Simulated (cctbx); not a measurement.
## Interatomic vectors of Nd12InGaCo2Rh2

Space group Immm (no. 71), a = 9.6920 Å, b = 9.8610 Å, c = 10.4430 Å, α = 90.00°, β = 90.00°, γ = 90.00°, content Nd24 In2 Rh4 Ga2 Co4.

Simulated single-crystal data (cctbx): Ag Kα, λ = 0.56087 Å, to d = 0.7 Å, 50 % of the full sphere, strongest reflection 40000 counts, noise from counting, a 2 % proportional error and a noise floor of 15 counts (s.d.); no absorption.

Patterson synthesis, origin scaled to 1000:

```text
Patterson group I m m m
      u       v       w   height  length (A)
  0.000   0.000   0.000   1000.0     0.00
  0.000   0.196   0.313    277.4     3.80
  0.090   0.500   0.500    252.2     7.23
  0.210   0.500   0.272    242.0     6.04
  0.000   0.402   0.000    237.8     3.96
  0.200   0.291   0.041    150.8     3.49
  0.092   0.306   0.185    143.9     3.69
  0.000   0.000   0.367    141.8     3.84
  0.197   0.288   0.415    138.5     5.52
  0.000   0.000   0.477    134.9     4.98
  0.212   0.095   0.268    130.0     3.59
  0.214   0.304   0.500    100.6     6.37
  0.194   0.000   0.202     93.9     2.83
  0.210   0.195   0.114     93.4     3.04
```

Q: Assign the vectors.

A peak at u stands for all pairs with xi − xj = u, with weight Σ ZiZj against Σ Z² = 104140 at the origin. Peak heights follow these weights only roughly, since form factors, motion and series ripples differ, all vectors within 0.55 Å of a peak are counted as merged into it though the farther ones add only part of their weight, and F(000) is left out, which lowers the whole map:

| u | v | w | shortest length (Å) | height | 1000 ΣZiZj/ΣZ² | pairs in the cell |
| --- | --- | --- | --- | --- | --- | --- |
| 0.000 | 0.196 | 0.313 | 3.80 | 277 | 389 | 8 × Nd–Nd, 4 × Nd–In |
| 0.090 | 0.500 | 0.500 | 3.97 | 252 | 277 | 8 × Nd–Nd |
| 0.210 | 0.500 | 0.272 | 3.68 | 242 | 389 | 8 × Nd–Nd, 4 × Nd–In |
| 0.000 | 0.402 | 0.000 | 3.96 | 238 | 309 | 8 × Nd–Nd, 4 × Ga–Co |
| 0.200 | 0.291 | 0.041 | 3.49 | 151 | 251 | 4 × Nd–Nd, 4 × Nd–In |
| 0.092 | 0.306 | 0.185 | 3.69 | 144 | 138 | 4 × Nd–Nd |
| 0.000 | 0.000 | 0.367 | 3.83 | 142 | 138 | 4 × Nd–Nd |
| 0.197 | 0.288 | 0.415 | 3.71 | 138 | 138 | 4 × Nd–Nd |
| 0.000 | 0.000 | 0.477 | 4.98 | 135 | 197 | 4 × Nd–Nd, 4 × In–Ga |
| 0.212 | 0.095 | 0.268 | 3.60 | 130 | 138 | 4 × Nd–Nd |

The table stops at ten peaks or at a height of 45, below which ripples compete. In the model behind the data Nd, the heaviest element, has 3 independent sites: (0, 0.2111, 0.7671), (0.3018, 0, 0.6832) and (0.7882, 0.3061, 1/2), up to an allowed shift of origin; the Nd–Nd vectors are differences of these positions and their symmetry mates. The whole model:

```csv
atom,mult.,x,y,z,Ueq (Å²)
Nd1,8,0,0.2111,0.7671,0.0085
Nd2,8,0.3018,0,0.6832,0.0069
Nd3,8,0.7882,0.3061,1/2,0.0076
In1,2,0,0,1/2,0.0113
Rh1,4,0,1/2,0.3874,0.0050
Ga1,2,0,0,0,0.0092
Co1,4,0,0.6098,0,0.0095
```

The model was made for the exercise: a known structure type with other elements put in, its volume estimated, not relaxed; displacement parameters are assumed.

[Logs are printed without paths, hosts, clocks, repeated set-up lines and the standing remarks that a program may print on its own settings, such as how far it seeks lower states.]
